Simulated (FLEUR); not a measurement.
# Fixed-spin-moment curve of MnPt with FLEUR

How stiff is the moment of MnPt, and are there other minima?

Calculated with FLEUR MaX-R8.1; LDA (VWN); all-electron FLAPW, Dirac cores, scalar-relativistic bands.

**1. The starting structure**

It takes space group P4/mmm (No. 123, tetragonal). Conventional cell: a = 2.830 Å, b = 2.830 Å, c = 3.660 Å, α = 90.00°, β = 90.00°, γ = 90.00°. Nearest to Mn lie 8 Pt at 2.71 Å and 4 Mn at 2.83 Å. Nearest to Pt lie 8 Mn at 2.71 Å and 4 Pt at 2.83 Å. Farther neighbours are not listed.

Coordinates:

```cif
data_structure
_symmetry_space_group_name_H-M 'P4/mmm'
_symmetry_Int_Tables_number 123
_cell_length_a 2.8300
_cell_length_b 2.8300
_cell_length_c 3.6600
_cell_angle_alpha 90.000
_cell_angle_beta 90.000
_cell_angle_gamma 90.000
_cell_volume 29.31
loop_
_atom_site_label
_atom_site_type_symbol
_atom_site_symmetry_multiplicity
_atom_site_Wyckoff_symbol
_atom_site_fract_x
_atom_site_fract_y
_atom_site_fract_z
_atom_site_occupancy
Mn1 Mn 1 a 0.00000 0.00000 0.00000 1
Pt1 Pt 1 d 0.50000 0.50000 0.50000 1
```

**2. Unconstrained state**

The free run tells which range of moments is worth scanning.

inpgen writes inp.xml from crystal.txt; cutoffs, mixing, functional, smearing and local orbitals are then set in the file. The k list default-1 (kpts.xml, not shown) is a Γ-centred 10×10×10 mesh; where the ranks do not divide the number of points, some are split in two of half the weight.

inp.xml reads:

```
<?xml version="1.0" encoding="UTF-8" standalone="no"?>
<fleurInput fleurInputVersion="0.39">
   <comment>
      MnPt
   </comment>
   <calculationSetup>
      <cutoffs Kmax="3.6" Gmax="10.8" GmaxXC="10.8" numbands="0"/>
      <scfLoop itmax="90" minDistance="0.00002" maxIterBroyd="15" imix="Anderson" alpha="0.05" precondParam="0.0" spinf="2.0" sdNocoIR="T"/>
      <coreElectrons ctail="T" frcor="F" kcrel="0" coretail_lmax="0"/>
      <xcFunctional name="vwn" relativisticCorrections="F"/>
      <magnetism jspins="2"/>
      <soc l_soc="F" theta="0.0" phi="0.0" spav="F"/>
      <expertModes spex="0" secvar="F"/>
      <geometryOptimization l_f="F" forcealpha="1.0" forcemix="BFGS" epsdisp="0.00001" epsforce="0.00001"/>
      <ldaU l_linMix="F" mixParam="0.05" spinf="1.0"/>
   </calculationSetup>
   <cell>
      <bzIntegration valenceElectrons="31.0" mode="hist" fermiSmearingEnergy="0.00293995">
         <kPointListSelection listName="default-1"/>
         <xi:include xmlns:xi="http://www.w3.org/2001/XInclude" href="kpts.xml"> </xi:include>
      </bzIntegration>
      <xi:include xmlns:xi="http://www.w3.org/2001/XInclude" href="sym.xml"> </xi:include>
      <bulkLattice scale="1.0">
         <bravaisMatrix>
            <row-1>    5.3479249326179996     0.0000000000000000     0.0000000000000000</row-1>
            <row-2>    0.0000000000000000     5.3479249326179996     0.0000000000000000</row-2>
            <row-3>    0.0000000000000000     0.0000000000000000     6.9163976160359999</row-3>
         </bravaisMatrix>
      </bulkLattice>
   </cell>
   <atomSpecies>
      <species name="Manganese 3.500" element="Mn" atomicNumber="25">
         <mtSphere radius="2.5" gridPoints="827" logIncrement="0.015"/>
         <atomicCutoffs lmax="10" lnonsphr="8"/>
         <electronConfig flipSpins="F">
            <coreConfig>(1s1/2) (2s1/2) (2p1/2) (2p3/2)</coreConfig>
            <valenceConfig>(3s1/2) (3p1/2) (3p3/2) (4s1/2) (3d3/2) (3d5/2)</valenceConfig>
            <stateOccupation state="(3d3/2)" spinUp="1.25" spinDown="0.75"/>
            <stateOccupation state="(3d5/2)" spinUp="3.0" spinDown="0.0"/>
         </electronConfig>
         <energyParameters s="4" p="4" d="3" f="4"/>
         <lo type="SCLO" l="0" n="3" eDeriv="0"/>
         <lo type="SCLO" l="1" n="3" eDeriv="0"/>
      </species>
      <species name="Platinum (Pt)" element="Pt" atomicNumber="78">
         <mtSphere radius="2.5" gridPoints="827" logIncrement="0.016"/>
         <atomicCutoffs lmax="10" lnonsphr="8"/>
         <electronConfig flipSpins="F">
            <coreConfig>(1s1/2) (2s1/2) (2p1/2) (2p3/2) (3s1/2) (3p1/2) (3p3/2) (4s1/2) (3d3/2) (3d5/2) (4p1/2) (4p3/2) (5s1/2) (4d3/2) (4d5/2) (4f5/2) (4f7/2)</coreConfig>
            <valenceConfig>(5p1/2) (5p3/2) (6s1/2) (5d3/2) (5d5/2)</valenceConfig>
            <stateOccupation state="(6s1/2)" spinUp="0.500000" spinDown="0.500000"/>
            <stateOccupation state="(5d3/2)" spinUp="1.800000" spinDown="1.800000"/>
            <stateOccupation state="(5d5/2)" spinUp="2.700000" spinDown="2.700000"/>
         </electronConfig>
         <energyParameters s="6" p="6" d="5" f="5"/>
         <lo type="SCLO" l="1" n="5" eDeriv="0"/>
      </species>
   </atomSpecies>
   <atomGroups>
      <atomGroup species="Manganese 3.500">
         <relPos label="                   1">.0000000000 .0000000000 .0000000000</relPos>
         <force calculate="T" relaxXYZ="TTT"/>
      </atomGroup>
      <atomGroup species="Platinum (Pt)">
         <relPos label="                   2">1.000/2.000 1.000/2.000 1.000/2.000</relPos>
         <force calculate="T" relaxXYZ="TTT"/>
      </atomGroup>
   </atomGroups>
   <output dos="F" band="F" slice="F">
      <bandDOS minEnergy="-.5*Htr" maxEnergy="0.5*Htr" sigma="0.015" storeEVData="T"/>
      <plotting iplot="0" polar="F">
         <plot TwoD="T" vec1="  1.0  0.0  0.0" vec2="  0.0  1.0  0.0" vec3="  0.0  0.0  1.0" zero="  0.0  0.0  0.0" file="plot"/>
      </plotting>
      <moessbauerParams electricFieldGradient="F" isomerShift="F" coreHyperfine="F" valenceHyperfine="F"/>
   </output>
</fleurInput>
```

crystal.txt reads:

```
MnPt
&input film=F cartesian=F /
2.83000000000  0.00000000000  0.00000000000
0.00000000000  2.83000000000  0.00000000000
0.00000000000  0.00000000000  3.66000000000
1.8897261246
1.0 1.0 1.0

2
25 0.00000000000  0.00000000000  0.00000000000 : 3.500
78 0.50000000000  0.50000000000  0.50000000000

&kpt div1=10 div2=10 div3=10 gamma=T /
```

Command:

```sh
$ OMP_NUM_THREADS=1 inpgen -f crystal.txt > inpgen.log  # inp.xml is then edited as shown
$ OMP_NUM_THREADS=1 mpirun -n 4 fleur_MPI > fleur.log
```

Output:

```text
Welcome to FLEUR        (www.flapw.de)
      MaX-Release 8.1          (www.max-centre.eu)

 ========== k-point set info ==========
 Selected k-point list: default-1
 k-point list type: mesh
 0 x 0 x 0
 Number of k points: 128

 ------------Calculation Setup---------------------------
 Number of MPI-tasks      :            4
 Number of PE/node        :            4
 Number of OMP-threads    :            1
 k-points in parallel     :            4
 pe's per k-point         :            1
 No of k-point loops      :           32
 Eigenvalue solver        :       lapack
 Number of basis functions:          180
 Approximate size of matrices (H+S) per k-point:         0.000 GB
 --------------------------------------------------------
 Iteration:     1   Distance:      29.98289923 me/bohr^3
 Iteration:     2   Distance:      16.65969550 me/bohr^3
 Iteration:     3   Distance:      10.96035021 me/bohr^3
 Iteration:     4   Distance:       6.70937653 me/bohr^3
 Iteration:     5   Distance:       6.16523428 me/bohr^3
 Iteration:     6   Distance:       6.77314108 me/bohr^3
 Iteration:     7   Distance:       2.72798346 me/bohr^3
 Iteration:     8   Distance:       2.42244884 me/bohr^3
 Iteration:     9   Distance:       1.08243309 me/bohr^3
 Iteration:    10   Distance:       1.02312808 me/bohr^3
 Iteration:    11   Distance:       0.28092473 me/bohr^3
 Iteration:    12   Distance:       0.35880267 me/bohr^3
 Iteration:    13   Distance:       0.05894068 me/bohr^3
 Iteration:    14   Distance:       0.07200266 me/bohr^3
 Iteration:    15   Distance:       0.01700509 me/bohr^3
 Iteration:    16   Distance:       0.01634596 me/bohr^3
 Iteration:    17   Distance:       0.01128635 me/bohr^3
 Iteration:    18   Distance:       0.00310436 me/bohr^3
 Iteration:    19   Distance:       0.00209809 me/bohr^3
 Iteration:    20   Distance:       0.00068794 me/bohr^3
 Iteration:    21   Distance:       0.00161219 me/bohr^3
 Iteration:    22   Distance:       0.00063611 me/bohr^3
 Iteration:    23   Distance:       0.00014781 me/bohr^3
 Iteration:    24   Distance:       0.00011206 me/bohr^3
 Iteration:    25   Distance:       0.00005517 me/bohr^3
 Iteration:    26   Distance:       0.00000213 me/bohr^3

 ********************************************************************
 Run finished successfully
 Stop message:
   all done
 ********************************************************************

--- out.xml (last complete iteration) ---
<iteration numberForCurrentRun="   26" overallNumber="   26">
         [... left out ...]
         <bandgap value="0.0012633104" units="eV"/>
         <sumValenceSingleParticleEnergies value="-17.7091581290" units="Htr"/>
         <FermiEnergy value="0.3891295664" units="Htr"/>
         <valenceDensity>
            <mtCharges spin="1">
               <mtCharge atomType="1" total="8.8772844" s="1.2126552" p="3.2284479" d="4.4011630" f="0.0260177"/>
               <mtCharge atomType="2" total="7.4675870" s="0.2631499" p="3.1785280" d="3.9950011" f="0.0239987"/>
            </mtCharges>
            <mtCharges spin="2">
               <mtCharge atomType="1" total="5.2008525" s="1.1973486" p="3.2104942" d="0.7634642" f="0.0219797"/>
               <mtCharge atomType="2" total="7.1007502" s="0.2881726" p="3.1954563" d="3.6000259" f="0.0136922"/>
            </mtCharges>
            <spinDependentCharge spin="1" total="17.5472919" interstitial="1.2024205" mtSpheres="16.3448714"/>
            <spinDependentCharge spin="2" total="13.4527081" interstitial="1.1511055" mtSpheres="12.3016026"/>
            <totalCharge value="31.0000000000"/>
         </valenceDensity>
         [... left out ...]
         <allElectronCharges>
            <spinDependentCharge spin="1" total="53.5472919" interstitial="1.2029265" mtSpheres="52.3443654"/>
            <spinDependentCharge spin="2" total="49.4527081" interstitial="1.1516113" mtSpheres="48.3010968"/>
            <totalCharge value="102.9999999876"/>
         </allElectronCharges>
         <magneticMomentsInMTSpheres units="muBohr">
            <globalMagMoment atomType="1" vec="0.00000   0.00000   3.67643"/>
            <localMagMoment atomType="1" vec="0.00000   0.00000   3.67643"/>
            <globalMagMoment atomType="2" vec="0.00000   0.00000   0.36684"/>
            <localMagMoment atomType="2" vec="0.00000   0.00000   0.36684"/>
         </magneticMomentsInMTSpheres>
         <moessbauerParams unitsHFF="kG" unitsIS="e/bohr^3" unitsEFG="Htr/bohr^2">
         </moessbauerParams>
         <totalEnergy value="   -19593.0415029953" units="Htr">
            <sumOfEigenvalues value="   -11992.5452756488">
               <coreElectrons value="-11974.8361175198"/>
               <valenceElectrons value="-17.7091581290"/>
            </sumOfEigenvalues>
            <densityCoulombPotentialIntegral value="-33728.7861434650"/>
            <densityEffectivePotentialIntegral value="-34255.8495114024"/>
            <chargeDenXCDenIntegral value="-397.1772957180"/>
            <FockExchangeEnergyValence value="0.0000000000"/>
            <FockExchangeEnergyCore value="0.0000000000"/>
            <atomTypeDependentContributions atomType="1">
               <electronNucleiInteractionDifferentMTs value="1380.5980833657"/>
               <MadelungTerm value="-9.5992578003"/>
            </atomTypeDependentContributions>
            <atomTypeDependentContributions atomType="2">
               <electronNucleiInteractionDifferentMTs value="23167.1775680542"/>
               <MadelungTerm value="-37.4004620784"/>
            </atomTypeDependentContributions>
            <tkbTimesEntropy value="0.0012723079"/>
            <freeEnergy value="-19593.0427753032"/>
            <extrapolationTo0K value="-19593.0421391493"/>
         </totalEnergy>
         <densityConvergence units="me/bohr^3">
            <chargeDensity spin="1" distance="0.0000013973"/>
            <chargeDensity spin="2" distance="0.0000014219"/>
            <overallChargeDensity distance="0.0000021278"/>
            <spinDensity distance="0.0000018495"/>
         </densityConvergence>
      </iteration>
```

Run time: 36 s. Hardware: 4 MPI ranks of Intel Xeon 6975P-C (Granite Rapids), shared host; peak memory 0.25 GiB.

Read from the output:

* free energy: -533153.8547 eV
* program's band gap on this mesh (in a metal only a level spacing): 0.001263 eV
* magnetization: 4.095 μB
* final state: ferromagnetic
* largest moment: 3.676 μB

After 26 cycles the largest moment stands at 3.68 μB.

**3. No spin polarisation**

Edit inp.xml of step 2 so:

```diff
@@ -10,3 +10,3 @@
       <xcFunctional name="vwn" relativisticCorrections="F"/>
-      <magnetism jspins="2"/>
+      <magnetism jspins="1"/>
       <soc l_soc="F" theta="0.0" phi="0.0" spav="F"/>
@@ -31,3 +31,3 @@
    <atomSpecies>
-      <species name="Manganese 3.500" element="Mn" atomicNumber="25">
+      <species name="Manganese (Mn)" element="Mn" atomicNumber="25">
          <mtSphere radius="2.5" gridPoints="827" logIncrement="0.015"/>
@@ -37,4 +37,4 @@
             <valenceConfig>(3s1/2) (3p1/2) (3p3/2) (4s1/2) (3d3/2) (3d5/2)</valenceConfig>
-            <stateOccupation state="(3d3/2)" spinUp="1.25" spinDown="0.75"/>
-            <stateOccupation state="(3d5/2)" spinUp="3.0" spinDown="0.0"/>
+            <stateOccupation state="(3d3/2)" spinUp="1.000000" spinDown="1.000000"/>
+            <stateOccupation state="(3d5/2)" spinUp="1.500000" spinDown="1.500000"/>
          </electronConfig>
@@ -59,3 +59,3 @@
    <atomGroups>
-      <atomGroup species="Manganese 3.500">
+      <atomGroup species="Manganese (Mn)">
          <relPos label="                   1">.0000000000 .0000000000 .0000000000</relPos>
```

Edit crystal.txt of step 2 so:

```diff
@@ -9,3 +9,3 @@
 2
-25 0.00000000000  0.00000000000  0.00000000000 : 3.500
+25 0.00000000000  0.00000000000  0.00000000000
 78 0.50000000000  0.50000000000  0.50000000000
```

Output:

```text
[banner, memory and clock lines left out]
Welcome to FLEUR        (www.flapw.de)
      MaX-Release 8.1          (www.max-centre.eu)

 ========== k-point set info ==========
 Selected k-point list: default-1
 k-point list type: mesh
 0 x 0 x 0
 Number of k points: 128

 [... set-up left out ...]
 Iteration:     1   Distance:      45.52652947 me/bohr^3
 Iteration:     2   Distance:      18.93059860 me/bohr^3
 Iteration:     3   Distance:      14.82650044 me/bohr^3
 Iteration:     4   Distance:       8.48694494 me/bohr^3
 Iteration:     5   Distance:       5.85021506 me/bohr^3
 Iteration:     6   Distance:       4.84405643 me/bohr^3
 Iteration:     7   Distance:       1.97887617 me/bohr^3
 Iteration:     8   Distance:       2.50807854 me/bohr^3
[... lines left out ...]
 Iteration:    18   Distance:       0.00065740 me/bohr^3
 Iteration:    19   Distance:       0.00025394 me/bohr^3
 Iteration:    20   Distance:       0.00009978 me/bohr^3
 Iteration:    21   Distance:       0.00007140 me/bohr^3
 Iteration:    22   Distance:       0.00002444 me/bohr^3
 Iteration:    23   Distance:       0.00000657 me/bohr^3

 ********************************************************************
 Run finished successfully
 Stop message:
   all done
 ********************************************************************

--- out.xml (last complete iteration) ---
<iteration numberForCurrentRun="   23" overallNumber="   23">
         [... left out ...]
         <bandgap value="0.0028312594" units="eV"/>
         <sumValenceSingleParticleEnergies value="-17.9661598751" units="Htr"/>
         <FermiEnergy value="0.3837539519" units="Htr"/>
         [... left out ...]
         <totalEnergy value="   -19593.0155390442" units="Htr">
            <sumOfEigenvalues value="   -11994.4994472739">
               <coreElectrons value="-11976.5332873988"/>
               <valenceElectrons value="-17.9661598751"/>
            </sumOfEigenvalues>
         [... left out ...]
            <freeEnergy value="-19593.0194845740"/>
            <extrapolationTo0K value="-19593.0175118091"/>
         </totalEnergy>
         <densityConvergence units="me/bohr^3">
            <chargeDensity spin="1" distance="0.0000065686"/>
         </densityConvergence>
      </iteration>
```

Run time: 15 s. Hardware: 4 MPI ranks; peak memory 0.21 GiB.

Read from the output:

- free energy: -533153.2209 eV
- program's band gap on this mesh (in a metal only a level spacing): 0.002831 eV
- final state: non-magnetic (no spin polarisation)

Its energy lies +633.8 meV a cell from the free run's.

**4. Moment fixed at 4.146 μB**

Two Fermi energies hold the total moment; the run starts from the free run's density.

Edit inp.xml of step 3 so:

```diff
@@ -10,3 +10,3 @@
       <xcFunctional name="vwn" relativisticCorrections="F"/>
-      <magnetism jspins="1"/>
+      <magnetism jspins="2" fixed_moment="4.146"/>
       <soc l_soc="F" theta="0.0" phi="0.0" spav="F"/>
@@ -31,3 +31,3 @@
    <atomSpecies>
-      <species name="Manganese (Mn)" element="Mn" atomicNumber="25">
+      <species name="Manganese 3.500" element="Mn" atomicNumber="25">
          <mtSphere radius="2.5" gridPoints="827" logIncrement="0.015"/>
@@ -37,4 +37,4 @@
             <valenceConfig>(3s1/2) (3p1/2) (3p3/2) (4s1/2) (3d3/2) (3d5/2)</valenceConfig>
-            <stateOccupation state="(3d3/2)" spinUp="1.000000" spinDown="1.000000"/>
-            <stateOccupation state="(3d5/2)" spinUp="1.500000" spinDown="1.500000"/>
+            <stateOccupation state="(3d3/2)" spinUp="1.25" spinDown="0.75"/>
+            <stateOccupation state="(3d5/2)" spinUp="3.0" spinDown="0.0"/>
          </electronConfig>
@@ -59,3 +59,3 @@
    <atomGroups>
-      <atomGroup species="Manganese (Mn)">
+      <atomGroup species="Manganese 3.500">
          <relPos label="                   1">.0000000000 .0000000000 .0000000000</relPos>
```

Command:

```sh
$ OMP_NUM_THREADS=1 mpirun -n 4 fleur_MPI > fleur.log
```

Output:

```text
[banner, memory and clock lines left out]
Welcome to FLEUR        (www.flapw.de)
      MaX-Release 8.1          (www.max-centre.eu)

 ========== k-point set info ==========
 Selected k-point list: default-1
 k-point list type: mesh
 0 x 0 x 0
 Number of k points: 128

 [... set-up left out ...]
 Iteration:     1   Distance:       0.61963978 me/bohr^3
 Iteration:     2   Distance:       0.59120419 me/bohr^3
 Iteration:     3   Distance:       0.32997938 me/bohr^3
 Iteration:     4   Distance:       0.10446572 me/bohr^3
 Iteration:     5   Distance:       0.02844149 me/bohr^3
 Iteration:     6   Distance:       0.03630300 me/bohr^3
 Iteration:     7   Distance:       0.02084649 me/bohr^3
 Iteration:     8   Distance:       0.00236042 me/bohr^3
 Iteration:     9   Distance:       0.00445694 me/bohr^3
 Iteration:    10   Distance:       0.00070267 me/bohr^3
 Iteration:    11   Distance:       0.00014344 me/bohr^3
 Iteration:    12   Distance:       0.00023462 me/bohr^3
 Iteration:    13   Distance:       0.00001007 me/bohr^3

 ********************************************************************
 Run finished successfully
 Stop message:
   all done
 ********************************************************************

--- out.xml (last complete iteration) ---
<iteration numberForCurrentRun="   13" overallNumber="   39">
         [... left out ...]
         <bandgap value="0.0234542847" units="eV"/>
         <sumValenceSingleParticleEnergies value="-8.5146859723" units="Htr"/>
         <bandgap value="0.0049479426" units="eV"/>
         <sumValenceSingleParticleEnergies value="-17.7024204358" units="Htr"/>
         <FermiEnergy value="0.3882197234" units="Htr"/>
         <FixedTotalMoment fermiEnergyUp="0.3902050972" fermiEnergyDown="0.3882197234" units="Htr"/>
         [... left out ...]
         <magneticMomentsInMTSpheres units="muBohr">
            <globalMagMoment atomType="1" vec="0.00000   0.00000   3.70921"/>
            <globalMagMoment atomType="2" vec="0.00000   0.00000   0.38155"/>
         </magneticMomentsInMTSpheres>
         [... left out ...]
         <totalEnergy value="   -19593.0415803068" units="Htr">
            <sumOfEigenvalues value="   -11992.4909765476">
               <coreElectrons value="-11974.7885561118"/>
               <valenceElectrons value="-17.7024204358"/>
            </sumOfEigenvalues>
         [... left out ...]
            <freeEnergy value="-19593.0427334710"/>
            <extrapolationTo0K value="-19593.0421568889"/>
         </totalEnergy>
         <densityConvergence units="me/bohr^3">
            <chargeDensity spin="1" distance="0.0000055760"/>
            <chargeDensity spin="2" distance="0.0000064869"/>
            <overallChargeDensity distance="0.0000067019"/>
            <spinDensity distance="0.0000100710"/>
         </densityConvergence>
      </iteration>
```

Elapsed: 16 s, on 4 MPI ranks; peak memory 0.22 GiB.

Read from the output:

| Property | Result |
| --- | --- |
| magnetization | 4.146 μB |

Its energy lies +1.1 meV a cell from the free run's.

(Continued in part 2 of 2.)

[Logs and program files are shortened in this print: banners, set-up blocks, solver, clock and traceback lines can be left out without a mark of their own.]

[Logs are printed without paths, hosts, clocks, repeated set-up lines and the standing remarks that a program may print on its own settings, such as how far it seeks lower states.]

[Hosts, paths, dates, database ids (printed as entryN), source tags and the programs' standing remarks are cut or masked in the printed files.]

[Where a cell is said to come from a database of computed structures, the database is the Materials Project.]
